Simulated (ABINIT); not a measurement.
# BaZrSe3 (P1): G0W0 in ABINIT against the exchange cutoff, part 2 of 2

Wanted: the cheapest exchange cutoff that holds the gap of BaZrSe3 (P1).

ABINIT 10.8.3; PBEsol and many-body steps on it, plane waves. Known limits of the many-body steps: not at the basis limit; exchange with frozen shells missing; no spin-orbit coupling; coarse k mesh.

So far. Step 2 (Screening, 2×2×2 mesh, 96 bands, screening to 106.1 eV): Local fields lower ε∞ by 22 %. On a Γ-centred mesh this coarse the value itself is usually too large, while a short band sum pulls it down.

**5. 15.6 Ha**

Level of this step: G0W0 on PBEsol, plane waves, norm-conserving pseudopotentials (ABINIT).

The self-energy is evaluated for the states that the input lists, and the levels follow from it, in one-shot runs by the linearised quasiparticle equation.

The input, run.abi:

```
acell 3*1.0 Angstrom
rprim 
  5.287383000000 -0.000000000000 -0.000000000000
  0.003576000000 5.296392000000 -0.000000000000
  0.007950000000 0.010054000000 5.309462000000
ntypat 3
znucl 56 40 34
natom 5
typat 1 2 3 3 3
xred 
  0.998643000000 0.998478000000 0.998673000000
  0.476578000000 0.490069000000 0.476727000000
  0.488317000000 0.998506000000 0.502693000000
  0.983845000000 0.511636000000 0.518540000000
  0.492614000000 0.501310000000 0.993370000000
pp_dirpath "pseudos"
pseudos "Ba.upf, Zr.upf, Se.upf"
ecut 39
ngkpt 2 2 2
nshiftk 1
shiftk 0 0 0
kptopt 1
chksymbreak 0
istwfk *1
occopt 1
irdwfk 1
optdriver 4
nband 96
gwcalctyp 0
ecutsigx 15.6
symsigma 1
nkptgw 2
kptgw 
  0.5000000000 0.5000000000 0.5000000000
  0.0000000000 0.0000000000 0.0000000000
bdgw 
  34 37
  34 37
ecuteps 3.9
irdscr 1
ppmodel 1
indata_prefix "in"
outdata_prefix "out"
tmpdata_prefix "tmp"
```

Run with:

```console
OMP_NUM_THREADS=1 mpirun -n 8 abinit run.abi > log
```

Log:

```text
.Version 10.8.3 of ABINIT. v10.8.2 released Aug 2026.

 Symmetries : space group P1 (#  1); Bravais aP (primitive triclinic)
[... echo of the input left out ...]
== DATASET  1 ==================================================================
-   mpi_nproc: 8, omp_nthreads: 1 (-1 if OMP is not activated)

--- !DatasetInfo
iteration_state: {dtset: 1, }
dimensions: {natom: 5, nkpt: 8, mband: 96, nsppol: 1, nspinor: 1, nspden: 1, mpw: 11685, }
cutoff_energies: {ecut:  39.0, pawecutdg:  -1.0, }
[...]
Band     E0 <VxcDFT>   SigX SigC(E0)      Z dSigC/dE  Sig(E)    E-E0       E
[...]
36   5.166 -12.570  -7.724  -3.403   0.788  -0.269 -11.433   1.137   6.303
       37   5.296 -12.656  -8.164  -3.179   0.789  -0.267 -11.620   1.037   6.332

== END DATASET(S) ==============================================================
================================================================================

 -outvars: echo values of variables after computation  --------
           etotal      0.0000000000E+00
            nband          96
             nkpt           8
          spgroup           1
 [... the other variables as echoed above ...]

 Calculation completed.
```

The job ended after 8.4 s (8 MPI ranks of Arm Neoverse V2, shared host; peak memory 2.1 GiB).

This step gave:

```
G0W0 gap on the points computed              : 1.614 eV
starting gap on the mesh                     : 0.1573 eV
k of the valence top                         : 0.5, 0.5, 0.5
k of the conduction bottom                   : 0, 0, 0
least direct G0W0 gap on the computed points : 2.096 eV
```

The gap on the mesh goes from 0.16 eV to 1.61 eV, a correction of +1.46 eV.

**6. 27.3 Ha**

run.abi, as its differences from that of step 5:

```diff
@@ -29,3 +29,3 @@
 gwcalctyp 0
-ecutsigx 15.6
+ecutsigx 27.3
 symsigma 1
```

Log:

```text
.Version 10.8.3 of ABINIT. v10.8.2 released Aug 2026.

 Symmetries : space group P1 (#  1); Bravais aP (primitive triclinic)
[... echo of the input left out ...]
== DATASET  1 ==================================================================
-   mpi_nproc: 8, omp_nthreads: 1 (-1 if OMP is not activated)

--- !DatasetInfo
iteration_state: {dtset: 1, }
dimensions: {natom: 5, nkpt: 8, mband: 96, nsppol: 1, nspinor: 1, nspden: 1, mpw: 11685, }
cutoff_energies: {ecut:  39.0, pawecutdg:  -1.0, }
[...]
Band     E0 <VxcDFT>   SigX SigC(E0)      Z dSigC/dE  Sig(E)    E-E0       E
[...]
36   5.166 -12.570  -7.742  -3.403   0.788  -0.269 -11.447   1.123   6.288
       37   5.296 -12.656  -8.186  -3.179   0.789  -0.267 -11.637   1.019   6.315

== END DATASET(S) ==============================================================
================================================================================

 -outvars: echo values of variables after computation  --------
           etotal      0.0000000000E+00
            nband          96
             nkpt           8
          spgroup           1
 [... the other variables as echoed above ...]

 Calculation completed.
```

Run time: 8.7 s. Hardware: 8 MPI ranks; peak memory 2.2 GiB.

Numbers from this step:

```
G0W0 gap on the points computed              : 1.642 eV
starting gap on the mesh                     : 0.1573 eV
k of the valence top                         : 0.5, 0.5, 0.5
k of the conduction bottom                   : 0, 0, 0
least direct G0W0 gap on the computed points : 2.119 eV
```

Against the run before, the gap moves by +0.028 eV.

**7. 39 Ha**

run.abi, as its differences from that of step 6:

```diff
@@ -29,3 +29,3 @@
 gwcalctyp 0
-ecutsigx 27.3
+ecutsigx 39
 symsigma 1
```

Log:

```text
.Version 10.8.3 of ABINIT. v10.8.2 released Aug 2026.

 Symmetries : space group P1 (#  1); Bravais aP (primitive triclinic)
[... echo of the input left out ...]
== DATASET  1 ==================================================================
-   mpi_nproc: 8, omp_nthreads: 1 (-1 if OMP is not activated)

--- !DatasetInfo
iteration_state: {dtset: 1, }
dimensions: {natom: 5, nkpt: 8, mband: 96, nsppol: 1, nspinor: 1, nspden: 1, mpw: 11685, }
cutoff_energies: {ecut:  39.0, pawecutdg:  -1.0, }
[...]
Band     E0 <VxcDFT>   SigX SigC(E0)      Z dSigC/dE  Sig(E)    E-E0       E
[...]
36   5.166 -12.570  -7.747  -3.403   0.788  -0.269 -11.451   1.119   6.285
       37   5.296 -12.656  -8.190  -3.179   0.789  -0.267 -11.641   1.016   6.311

== END DATASET(S) ==============================================================
================================================================================

 -outvars: echo values of variables after computation  --------
           etotal      0.0000000000E+00
            nband          96
             nkpt           8
          spgroup           1
 [... the other variables as echoed above ...]

 Calculation completed.
```

Elapsed: 9 s, on 8 MPI ranks; peak memory 2.2 GiB.

Numbers from this step:

| Property | Result |
| --- | --- |
| G0W0 gap on the points computed | 1.640 eV |
| starting gap on the mesh | 0.1573 eV |
| k of the valence top | 0.5, 0.5, 0.5 |
| k of the conduction bottom | 0, 0, 0 |
| least direct G0W0 gap on the computed points | 2.117 eV |

Against the run before, the gap moves by −0.002 eV.

**8. The runs together**

Times are wall times on 8 MPI ranks of Arm Neoverse V2, shared host, good to a factor of about two. A run's time includes the screening step that it read.

| run | mesh | bands | screening cutoff (eV) | DFT gap (eV) | gap on the mesh (eV) | direct (eV) | ε∞ used | time |
| --- | --- | --- | --- | --- | --- | --- | --- | --- |
| 3.9 Ha | 2×2×2 | 96 | 106.1 | 0.157 | 1.498 | 1.962 | 24.34 | 46 s |
| 7.8 Ha | 2×2×2 | 96 | 106.1 | 0.157 | 1.502 | 1.994 | 24.34 | 46 s |
| 15.6 Ha | 2×2×2 | 96 | 106.1 | 0.157 | 1.614 | 2.096 | 24.34 | 46 s |
| 27.3 Ha | 2×2×2 | 96 | 106.1 | 0.157 | 1.642 | 2.119 | 24.34 | 47 s |
| 39 Ha | 2×2×2 | 96 | 106.1 | 0.157 | 1.640 | 2.117 | 24.34 | 47 s |

**9. Results**

| Quantity | Value |
| --- | --- |
| 3.9 Ha | 1.498 eV |
| 7.8 Ha | 1.502 eV |
| 15.6 Ha | 1.614 eV |
| 27.3 Ha | 1.642 eV |
| 39 Ha | 1.640 eV |
| known limits | not at the basis limit; exchange with frozen shells missing; no spin-orbit coupling; coarse k mesh |

**Reading.** The setting moved: exchange cutoff. From 3.9 Ha to 39 Ha the gap moves by +0.14 eV. It holds to 0.03 eV from 15.6 Ha on. Bands and screening cutoff are coupled, so a series along one setting does not show full convergence. Below the screening cutoff the correlation part is cut too. Bands and cutoff are finite, so the gap is not at the basis limit. The miss can reach some tenths of an eV and take either sign; the mesh is an error of its own. In the first G0W0 run levels were corrected at 2 k points alone, so a gap called «on the mesh» is the least over those, and an edge elsewhere would be missed. The 2×2×2 mesh is coarse for this cell, which bears on the long-range parts of exchange and screening. The norm-conserving file of at least one element keeps a d shell over frozen s and p shells of the same row. Exchange with those shells is missing from the self-energy, an error of 0.3 to 0.9 eV in cases checked, whose sign depends on which edge lies on those atoms. The many-body steps are scalar-relativistic: spin-orbit coupling is not in them.

[Paths, hosts, dates, memory and timing lines, banners, echoed tables and standing remarks are left out of the program output.]

[Logs are printed without paths, hosts, clocks, repeated set-up lines and the standing remarks that a program may print on its own settings, such as how far it seeks lower states.]

[Runs of the session that timed out or met a known fault of the program may be left out.]

[No measured gap is set beside runs whose start may be inverted or whose files or cutoffs have a known fault.]

[Hosts, paths, dates, database ids (printed as entryN), source tags and the programs' standing remarks are cut or masked in the printed files.]

[G0W0 gaps are taken among the corrected bands and points alone; a level outside them can change the order at an edge.]

[Where Ansatz stands beside ABINIT at settings called matched, ABINIT's density can come from a denser mesh and the files from another edition; pairs whose starting gaps differed by over 0.03 eV were left out, so agreement reads better than it is.]
